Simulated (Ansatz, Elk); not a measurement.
# How far do independent atoms describe AsC2N?, part 2 of 2

The structure of AsC2N used here is made up (a known structure type with other elements) and was relaxed beforehand with PBE. The aim is the Fourier transform of its all-electron density, F(hkl), set beside the sum over free spherical atoms that refinements use.

Elk 11.2.3 (patched build); all-electron DFT.

So far: Starting point; Ground state and structure factors; The highest occupied states alone.

The structure was built from a prototype and need not be the compound's stable phase.

## Step 4: Another functional

Level of this step: DFT, LDA (Perdew-Wang), all-electron APW+lo, Dirac cores, scalar-relativistic bands, static density, no spin (Elk).

The difference from free atoms is small, so it is set against the change that LDA (Perdew-Wang) makes.

elk.in

```
tasks
  0
  195

xctype
  3

spinpol
  .false.

rgkmax
  7.0

gmaxvr
  14.0

lmaxo
  7

lmaxapw
  8

swidth
  0.002

tshift
  .false.

ramdisk
  .false.

hmaxvr
  5.5

maxscl
  120

epspot
  1e-06

sppath
  './'

avec
  5.79423889312 -0.00000000000 0.00000000000
  -2.89711944656 5.01795807704 -0.00000000000
  0.00000000000 -0.00000000000 15.41331032830

atoms
  3
  'As.in'
  1
  -0.0000000000 -0.0000000000 0.5000000000   0.000000 0.000000 0.000000
  'N.in'
  1
  0.0000000000 -0.0000000000 0.0000000000   0.000000 0.000000 0.000000
  'C.in'
  2
  0.6666666667 0.3333333333 0.0000000000   0.000000 0.000000 0.000000
  0.3333333333 0.6666666667 0.0000000000   0.000000 0.000000 0.000000

ngridk
  8 8 3
```

Command:

```bash
$ OMP_NUM_THREADS=4 elk
```

Numbers of over 12 decimals in the logs are rounded to 6 here.

The log of the run:

```text
┌─────────────────────────┐
│ Elk code version 11.2.3 │
└─────────────────────────┘

All units are atomic (Hartree, Bohr, etc.)

┌─────────────────────────────────────────────────┐
│ Ground-state run starting from atomic densities │
└─────────────────────────────────────────────────┘

Lattice vectors :
   5.794238893      -0.000000000       0.000000000
  -2.897119447       5.017958077      -0.000000000
   0.000000000      -0.000000000       15.41331033

Reciprocal lattice vectors :
   1.084384925      0.6260699283       0.000000000
[...]
muffin-tins (core leakage)
  species : 1 (As)
[...]
species : 2 (N)
[...]
species : 3 (C)
   atom 1                    :    4.663135492     (  0.1059661785E-04)
   atom 2                    :    4.663135492     (  0.1059661785E-04)
 total in muffin-tins        :    46.40064025
 total calculated charge     :    51.99971223
 total charge                :    52.00000000
 error                       :   0.2877733807E-03

┌──────────────────────────────┐
│ Self-consistent loop stopped │
└──────────────────────────────┘

Warning : core states of species 1 leak from the muffin-tin :   0.1344440915E-03

Wrote STATE.OUT
[key lines of the parts left out:]
total energy                :     -2387.5785095333
```

Wall time 12 s (4 threads of Arm Neoverse V2, shared host); peak memory 0.16 GiB.

Against the first run R = 0.06 %; the largest change is -0.040 at 007.

## Step 5: Basis size

A smaller basis shows how fast F responds to it; the change is likely larger than the basis error of the first run, but doesn't show convergence.

Changes to elk.in since step 4:

```diff
@@ -5,3 +5,3 @@
 xctype
-  3
+  20
 
@@ -11,3 +11,3 @@
 rgkmax
-  7.0
+  5.5
```

Command:

```bash
$ OMP_NUM_THREADS=4 elk
```

The log of the run:

```text
┌─────────────────────────┐
│ Elk code version 11.2.3 │
└─────────────────────────┘

All units are atomic (Hartree, Bohr, etc.)

┌─────────────────────────────────────────────────┐
│ Ground-state run starting from atomic densities │
└─────────────────────────────────────────────────┘

Lattice vectors :
   5.794238893      -0.000000000       0.000000000
  -2.897119447       5.017958077      -0.000000000
   0.000000000      -0.000000000       15.41331033

Reciprocal lattice vectors :
   1.084384925      0.6260699283       0.000000000
[...]
muffin-tins (core leakage)
  species : 1 (As)
[...]
species : 2 (N)
[...]
species : 3 (C)
   atom 1                    :    4.649464177     (  0.1335795812E-04)
   atom 2                    :    4.649464177     (  0.1335795812E-04)
 total in muffin-tins        :    46.33867356
 total calculated charge     :    51.99980163
 total charge                :    52.00000000
 error                       :   0.1983675769E-03

┌──────────────────────────────┐
│ Self-consistent loop stopped │
└──────────────────────────────┘

Warning : core states of species 1 leak from the muffin-tin :   0.1368124810E-03

Wrote STATE.OUT
[key lines of the parts left out:]
total energy                :     -2391.5279134003
```

It took 15 s on 4 threads; peak memory 0.16 GiB.

Against the first run R = 0.04 %; the largest change is -0.042 at 006.

## Step 6: A coarser k-mesh

About half the k-points along each axis test the sampling.

Changes to elk.in since step 5:

```diff
@@ -11,3 +11,3 @@
 rgkmax
-  5.5
+  7.0
 
@@ -62,2 +62,2 @@
 ngridk
-  8 8 3
+  4 4 2
```

Command:

```bash
$ OMP_NUM_THREADS=4 elk
```

The log of the run:

```text
┌─────────────────────────┐
│ Elk code version 11.2.3 │
└─────────────────────────┘

All units are atomic (Hartree, Bohr, etc.)

┌─────────────────────────────────────────────────┐
│ Ground-state run starting from atomic densities │
└─────────────────────────────────────────────────┘

Lattice vectors :
   5.794238893      -0.000000000       0.000000000
  -2.897119447       5.017958077      -0.000000000
   0.000000000      -0.000000000       15.41331033

Reciprocal lattice vectors :
   1.084384925      0.6260699283       0.000000000
[...]
muffin-tins (core leakage)
  species : 1 (As)
[...]
species : 2 (N)
[...]
species : 3 (C)
   atom 1                    :    4.682350620     (  0.1345830147E-04)
   atom 2                    :    4.682350620     (  0.1345830147E-04)
 total in muffin-tins        :    46.46088577
 total calculated charge     :    51.99965327
 total charge                :    52.00000000
 error                       :   0.3467255211E-03

┌──────────────────────────────┐
│ Self-consistent loop stopped │
└──────────────────────────────┘

Warning : core states of species 1 leak from the muffin-tin :   0.1366286431E-03

Wrote STATE.OUT
[key lines of the parts left out:]
total energy                :     -2391.5272443167
```

The job ended after 18 s (4 threads; peak memory 0.16 GiB; 43 s of CPU time).

Against the first run R = 0.07 %; the largest change is +0.204 at 004.

## Step 7: Settings against the effect

```tsv
run	R against the first run (%)	R against neutral atoms, low angle (%)	wall time
PBE, rgkmax 7	0.00	0.20	20 s
LDA (Perdew-Wang)	0.06	0.17	12 s
rgkmax 5.5	0.04	0.19	15 s
k-mesh 4×4×2	0.07	0.30	18 s
```

## Step 8: Results

```json
{
  "R against neutral atoms, sin θ/λ < 0.3 Å⁻¹": "0.20 %",
  "R against neutral atoms, 0.3 to 0.83 Å⁻¹": "0.27 %"
}
```

In words: Independent neutral atoms miss the calculated amplitudes by R = 0.20 % below 0.3 Å⁻¹ and 0.27 % from there to 0.83 Å⁻¹; by shells, 0.27 % below 0.15 Å⁻¹ (2 forms), 0.19 % 0.15 to 0.3 (6 forms), 0.31 % 0.3 to 0.45 (17 forms), 0.26 % above 0.45 (74 forms). Bonding, aspherical density and the tables' own atoms all enter these figures, and the runs don't part them. The largest change of an amplitude is -0.16 electrons, at 003. The window's part falls from 11.8 electrons at the origin to at most 0.34 between 0.45 and 0.83 Å⁻¹. Below 0.3 Å⁻¹ the changes that finished (LDA (Perdew-Wang), rgkmax 5.5 and k-mesh 4×4×2) move F by R = 0.17 % at most, against the 0.20 % that separates it from free atoms, so the difference from free atoms isn't resolved. A single amplitude moves by up to 0.20 electrons, against 0.16 for the largest difference from free atoms. Part of the difference isn't bonding: the tables are fits to free atoms and ions calculated by other methods than this functional. Thermal motion, anomalous dispersion and extinction are left out.

[Logs are printed without paths, hosts, clocks, repeated set-up lines and the standing remarks that a program may print on its own settings, such as how far it seeks lower states.]

[Hosts, paths, dates, database ids (printed as entryN), source tags and the programs' standing remarks are cut or masked in the printed files.]
